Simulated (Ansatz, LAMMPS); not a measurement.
## Glassy 50SiO2-43CaO-7P2O5 (mol %) (85 atoms) in motion

How do the atoms of glassy 50SiO2-43CaO-7P2O5 (mol %) (85 atoms) move, and what local order do they keep?

Main program and level: Ansatz 0.2.0; Kohn-Sham DFT, LDA, PAW (set soft_2), plane waves.

**1. Starting point**

The cell holds 85 atoms: 15 Si, 13 Ca, 4 P and 53 O. Its edges and angles: a = 10.504 Å, b = 10.504 Å, c = 10.504 Å, α = 90.0°, β = 90.0°, γ = 90.0°. 85 atoms (15 Si, 13 Ca, 4 P, 53 O) placed at random at 2.63 g/cm³, melted at 4000 K for 10 ps at fixed volume with the Morse and Coulomb pair potential with partial charges (Pedone, Malavasi, Menziani, Cormack and Segre, J. Phys. Chem. B 110, 11780 (2006)). Quenched from 4000 K to 300 K at 30 K/ps and fixed volume, held 10 ps at zero pressure.

What the set-up can't give: The quench rate of 30 K/ps far exceeds what a furnace or splat quench reaches, so expect more defects and frozen-in strain than in a real sample. The network of bonds at the start is that of the classical potential that made the cell, and needn't be the one that DFT or experiment would give. Only the Γ point is sampled, in a cell whose shortest periodic width is 11 Å.

**2. Dynamics at 600 K**

A Langevin thermostat couples each atom to a heat bath, at the price of damped dynamics. The time step is 1.0 fs.

input.yaml

```yaml
crystal:
  lattice:
    - [10.50408, 0.0, 0.0]
    - [0.0, 10.50408, 0.0]
    - [0.0, 0.0, 10.50408]
  atoms:
    - { symbol: Si, position: [0.7559, 0.35195, 0.1434] }
    - { symbol: Si, position: [0.79597, 0.31085, 0.85808] }
    - { symbol: Si, position: [0.18185, 0.00443, 0.05316] }
    - { symbol: Si, position: [0.8417, 0.97622, 0.378] }
    [... 75 atom lines left out ...]
    - { symbol: O, position: [0.23981, 0.27662, 0.49565] }
    - { symbol: O, position: [0.32035, 0.06599, 0.04031] }
    - { symbol: O, position: [0.38929, 0.43581, 0.06382] }
    - { symbol: O, position: [0.23658, 0.3377, 0.91824] }
    - { symbol: O, position: [0.92734, 0.56274, 0.98957] }
    - { symbol: O, position: [0.17677, 0.41652, 0.66561] }
kpoints:
  mp_grid: { grid: [1, 1, 1] }
hamiltonian:
  xc: lda
scf:
  occupations: { method: gaussian, width: 0.025 }
output:
  forces: true
md:
  timestep: 1.0
  n_steps: 237
  ensemble: nvt_langevin
  temperature: 600
  initial_velocities: maxwell_boltzmann
  seed: 4178
```

Launch:

```
ansatz run input.yaml --threads 4 --pin off --max-ram 8192MiB --backend cpu --events-out ev --progress --plain --runs-dir out
```

Run time: 50 min. Hardware: 4 threads of Arm Neoverse N1, shared host; peak memory 1.5 GiB; 3.1 h of CPU time.

The program notes that it switched symmetry off.

Rows from the run:

```tsv
time (fs)	T (K)	potential (meV/atom)
0.0	593	0.0
16.0	620	-7.6
32.0	551	-7.2
47.0	559	-10.7
63.0	575	-9.2
79.0	627	-13.1
95.0	608	-16.0
111.0	630	-15.5
126.0	604	-11.4
142.0	711	-23.9
158.0	664	-14.8
174.0	621	-18.7
190.0	566	-25.3
205.0	548	-25.4
221.0	546	-25.9
237.0	569	-22.1
```

Mean square displacement from the first frame to the last: Si 0.12 Å², Ca 0.29 Å², P 0.14 Å², O 0.23 Å².

The mean square displacement by time lag:

```tsv
time lag (fs)	Ca (Å²)	O (Å²)	P (Å²)	Si (Å²)
1.0	4.0e-5	9.1e-5	4.5e-5	5.5e-5
5.0	1.0e-3	0.00221	0.00109	0.00131
10.0	0.00388	0.00811	0.00394	0.00475
20.0	0.0145	0.0252	0.0114	0.0135
25.0	0.0217	0.0343	0.0149	0.0172
30.0	0.0298	0.0434	0.0182	0.0203
35.0	0.0386	0.0527	0.0216	0.0231
40.0	0.0477	0.0620	0.0250	0.0261
50.0	0.0666	0.0790	0.0320	0.0329
55.0	0.0759	0.0864	0.0357	0.0365
60.0	0.0851	0.0932	0.0398	0.0403
64.0	0.0923	0.0987	0.0435	0.0433
69.0	0.101	0.106	0.0484	0.0471
79.0	0.117	0.122	0.0583	0.0542
84.0	0.124	0.130	0.0633	0.0573
89.0	0.130	0.137	0.0687	0.0603
94.0	0.137	0.145	0.0745	0.0631
99.0	0.143	0.152	0.0806	0.0660
109.0	0.154	0.165	0.0928	0.0722
114.0	0.160	0.172	0.0989	0.0754
119.0	0.166	0.177	0.105	0.0783
```

Over the second half of 237 fs the temperature averages 609 K, falling from about 650 to 563 K (means over the first and last quarter of that half). From first frame to last Ca has the largest mean square displacement, 0.29 Å² at the end; the farthest move is 1.12 Å. The run spans 0.24 ps, too short for its means to be equilibrium values.

**3. Structure statistics late in the run**

The g(r) is a mean over the second half; what follows it is taken at the last frame.

Density 2.74 g/cm³, 13.63 Å³ an atom.

Mean of 15 frames. Pair distribution functions g(r), in bins of 0.2 Å:

```tsv
r (Å)	total	O-O	O-Si	O-Ca	O-P	Si-Si	Si-Ca
1.40	0.16	0.00	0.02	0.00	2.67	0.00	0.00
1.60	3.32	0.00	11.95	0.00	11.82	0.00	0.00
1.80	0.26	0.00	1.18	0.00	0.00	0.00	0.00
2.00	0.07	0.00	0.00	0.35	0.00	0.00	0.00
2.20	0.58	0.03	0.00	3.01	0.00	0.00	0.00
2.40	0.94	0.90	0.00	3.10	0.00	0.00	0.00
2.60	1.56	3.38	0.00	1.25	0.00	0.00	0.00
2.80	0.89	1.77	0.03	0.65	0.00	1.64	0.36
3.00	0.76	0.86	0.30	0.49	0.14	4.14	1.03
3.20	0.88	0.93	0.58	0.57	0.36	2.72	1.77
3.40	0.97	0.89	1.17	0.48	0.75	0.00	2.25
3.60	1.06	0.79	1.17	0.82	1.41	0.00	2.86
3.80	1.04	0.73	1.59	0.97	1.31	0.20	1.20
4.00	1.10	0.74	1.85	1.13	1.20	0.63	0.71
4.20	1.10	0.71	1.69	1.16	1.27	1.40	0.74
4.40	1.04	0.89	0.96	1.31	1.56	1.14	0.82
4.60	1.04	1.12	0.79	1.29	0.97	1.73	0.73
4.80	1.11	1.29	0.74	1.33	0.86	1.40	0.92
5.00	1.00	1.27	0.82	0.96	0.49	1.08	0.55
5.20	0.95	1.14	0.82	0.94	0.99	0.72	0.64
```

Bonds by pair of elements; cutoffs follow the first minimum of g(r), held within bounds set by covalent radii, and pairs that aren't listed don't count as bonded:

```tsv
pair A-B	cutoff (Å)	bonds	mean length (Å)	spread (Å)	shortest (Å)	B about A	A about B
O-Si	2.12	60	1.62	0.048	1.53	1.13	4
O-Ca	2.98	75	2.44	0.227	2.02	1.42	5.77
O-P	2.02	16	1.55	0.06	1.44	0.302	4
```

The cutoff for O-Ca falls short of the minimum of g(r), so counts run low and odd coordinations can be artefacts.

How many atoms have how many bonded neighbours:

```tsv
element	mean	2	3	4	5	6	7
Ca	5.77	0	0	1	3	7	2
O	2.85	19	24	9	1	0	0
P	4	0	0	4	0	0	0
Si	4	0	0	15	0	0	0
```

Bond angles, per cent of each kind in bins of 5°:

```tsv
angle (°)	O-Ca-O	O-Si-O	Ca-O-Si	Ca-O-Ca	Ca-O-P
50–55	0.5	0.0	0.0	0.0	0.0
55–60	4.4	0.0	0.0	0.0	0.0
60–65	4.9	0.0	0.0	0.0	0.0
65–70	3.8	0.0	0.0	2.1	0.0
70–75	7.6	0.0	0.0	2.1	0.0
75–80	6.0	0.0	0.0	2.1	0.0
80–85	7.6	0.0	0.0	10.6	0.0
85–90	6.6	0.0	8.3	17.0	0.0
90–95	9.8	2.2	13.3	12.8	12.0
95–100	7.6	0.0	8.3	12.8	4.0
100–105	2.7	25.6	10.0	4.3	8.0
105–110	2.7	27.8	6.7	6.4	4.0
110–115	2.7	24.4	5.0	10.6	4.0
115–120	5.5	15.6	10.0	6.4	0.0
120–125	3.3	4.4	6.7	0.0	16.0
125–130	4.9	0.0	6.7	4.3	4.0
130–135	3.3	0.0	10.0	4.3	12.0
135–140	3.3	0.0	3.3	2.1	4.0
140–145	2.2	0.0	1.7	0.0	4.0
145–150	2.7	0.0	1.7	2.1	16.0
150–155	2.7	0.0	0.0	0.0	4.0
155–160	0.0	0.0	3.3	0.0	4.0
160–165	1.6	0.0	1.7	0.0	4.0
165–170	1.6	0.0	3.3	0.0	0.0
170–175	1.6	0.0	0.0	0.0	0.0
```

Bond angles (no mean is given where the spread exceeds 20°):

```tsv
angle	count	mean (°)	spread (°)
O-Ca-O	183	-	-
O-Si-O	90	109	6.1
Ca-O-Si	60	-	-
Ca-O-Ca	47	100	17.3
Ca-O-P	25	-	-
```

Oxygen atoms by the number of network formers (Si, P, Ge, B, Al, As, Ga) bound to them:

```tsv
network formers bound to O	O atoms	per cent
0	0	0
1	30	56.6
2	23	43.4
```

Network units: each former by its oxygen neighbours and how many of them bridge to another former:

```tsv
former	O neighbours	bridging O	atoms
Si	4	2	6
Si	4	3	6
Si	4	4	3
P	4	0	1
P	4	1	2
P	4	2	1
```

Bond length by coordination (bonds to H left out):

```tsv
element	coordination	atoms	mean bond length (Å)
Ca	4	1	2.26
Ca	5	3	2.40
Ca	6	7	2.44
Ca	7	2	2.55
O	2	19	1.69
O	3	24	2.05
O	4	9	2.26
O	5	1	2.51
```

Rings of the network by King's shortest-path rule, up to 12 atoms, one path for each pair of neighbours; H, halogens, alkali and alkaline-earth atoms are left out, and the last column divides by all other atoms, bonded or not:

```tsv
ring size (atoms)	rings	per network atom
10	1	0.014
12	1	0.014
```

First main peaks of g(r), for some of the pairs, lie near 2.6 Å (O-O), 1.6 Å (O-Si), 2.3 Å (O-Ca), 1.6 Å (O-P) and 3.0 Å (Si-Si). 43 % of the oxygens bridge two formers (Si and P) and 57 % are non-bridging. Rings of 10 and 12 atoms are the most common (50 % each of those counted); sizes run from 10 to 12, where the search stops.

**4. Single point at the last frame**

The last frame is solved again with fuller output, to read the electronic structure of a thermally displaced geometry.

input.yaml

```yaml
crystal:
  lattice:
    - [10.50408, 0.0, 0.0]
    - [0.0, 10.50408, 0.0]
    - [0.0, 0.0, 10.50408]
  atoms:
    - { symbol: Si, position: [0.80743, 0.34797, 0.15925] }
    - { symbol: Si, position: [0.77976, 0.31121, 0.85848] }
    - { symbol: Si, position: [0.17189, 0.98633, 0.03047] }
    - { symbol: Si, position: [0.84898, 0.98747, 0.33271] }
    [... 75 atom lines left out ...]
    - { symbol: O, position: [0.24945, 0.30202, 0.47706] }
    - { symbol: O, position: [0.30366, 0.05624, 0.07821] }
    - { symbol: O, position: [0.371, 0.49715, 0.05599] }
    - { symbol: O, position: [0.21435, 0.35236, 0.91696] }
    - { symbol: O, position: [0.92844, 0.5289, 0.99055] }
    - { symbol: O, position: [0.16965, 0.43848, 0.65779] }
kpoints:
  mp_grid: { grid: [1, 1, 1] }
hamiltonian:
  xc: lda
scf:
  occupations: { method: gaussian, width: 0.025 }
output:
  forces: true
  stress: true
  populations: true
  dos:
    method: { smearing: { sigma: 0.08 } }
    de: 0.1
    projected: { site_lists: { Ca: [Ca], O: [O], P: [P], Si: [Si] } }
  eigenvalues: true
  write_density: true
  write_potential: true
  volumetric_format: npy
```

Run time: 34 s. Hardware: 4 threads; peak memory 1.3 GiB; 2.1 min of CPU time.

Read from the output:

```yaml
free_energy: -64610.8070 eV
free_energy_per_atom: -760.1271 eV/atom
scf_cycles: 10
pressure: -1.595 GPa
r_m_s_force_component: 1.23 eV/Å
longest_force: 5.369 eV/Å
fermi_energy: 6.161 eV
spacing_of_highest_filled_and_lowest_empty_level: 3.518 eV
spilling_of_the_projection: 0.01572
```

Length of the force by element:

```tsv
element	coordination	atoms	mean length of the force (eV/Å)	spread	least	most
Ca	all	13	0.855	0.420	0.173	1.88
O	all	53	1.68	0.821	0.262	4.24
P	all	4	3.57	0.514	2.88	4.24
Si	all	15	2.74	1.28	0.886	5.37
```

Löwdin charges by element (they lack the spilled electrons, 0.098 e an atom on average):

```tsv
element	coordination	atoms	mean charge (e)	spread	least	most
Ca	all	13	1.74	0.0147	1.72	1.78
O	all	53	-0.892	0.0997	-1.03	-0.746
P	all	4	2.10	0.0308	2.07	2.15
Si	all	15	1.64	0.0531	1.54	1.72
```

States in the cell by windows of 1 eV, zero at the Fermi level; the larger projections on atomic orbitals stand beside the total:

```tsv
from (eV)	to (eV)	total	O p	Si p
-14	-13	0.0	0.0	0.0
-13	-12	1.1	0.7	0.0
-12	-11	6.9	4.4	0.3
-11	-10	9.9	6.6	0.8
-10	-9	8.8	6.2	1.1
-9	-8	16.3	11.6	2.0
-8	-7	21.5	15.9	2.1
-7	-6	39.4	30.8	2.6
-6	-5	48.4	41.6	2.3
-5	-4	50.3	45.7	1.3
-4	-3	65.7	61.3	1.1
-3	-2	43.0	41.0	0.4
-2	-1	6.6	6.3	0.0
-1	1	0.0	0.0	0.0
1	2	2.0	0.1	0.0
2	3	4.0	0.2	0.1
3	4	22.1	1.2	1.7
4	5	50.8	2.6	4.5
```

The curve was stored every 0.10 eV, coarse against its broadening of 0.08 eV, so these counts are rough.

Between -26 and -14 eV lie 184 more states.

The stored curve holds about 502 of the 528 electrons; the rest, give or take the few that broadening carries across the Fermi level, lie in deeper levels below its range.

The levels nearest the highest filled one (over half full), pooled over k-points and spins:

```tsv
level less the highest filled one (eV)	occupation
-0.481	2
-0.404	2
-0.299	2
-0.230	2
-0.123	2
0	2
3.52	0
4.44	0
4.58	0
5.04	0
5.17	0
5.20	0
```

Mean Löwdin charges: Ca +1.74, O -0.89, P +2.10, Si +1.64 e (they miss 1.6 % of the electrons, so they add up to more than the cell's charge).

**5. Summary of results**

- mean temperature, second half: 608.9 K
- temperature swing, second half: 47.61 K
- free energy per atom: -760.1271 eV/atom
- pressure: -1.595 GPa
- r.m.s. force component: 1.23 eV/Å
- gap (highest filled to lowest empty level): 3.518 eV
- wall time of the 2 DFT runs: 50 min

In words: Over the second half of 237 fs the temperature averages 609 K, falling from about 650 to 563 K (means over the first and last quarter of that half). The run spans 0.24 ps, too short for its means to be equilibrium values. 43 % of the oxygens bridge two formers (Si and P) and 57 % are non-bridging. Filled and empty levels are parted by 3.52 eV (at Γ alone); a local or semilocal functional tends to put such gaps too low. In a disordered cell it changes from sample to sample, and tail or defect levels can set it.

**Limits.** The pressure of -1.6 GPa is that of one thermal frame at a volume set beforehand, without the kinetic term.

[Logs are printed without paths, hosts, clocks, repeated set-up lines and the standing remarks that a program may print on its own settings, such as how far it seeks lower states.]

[Hosts, paths, dates, database ids (printed as entryN), source tags and the programs' standing remarks are cut or masked in the printed files.]
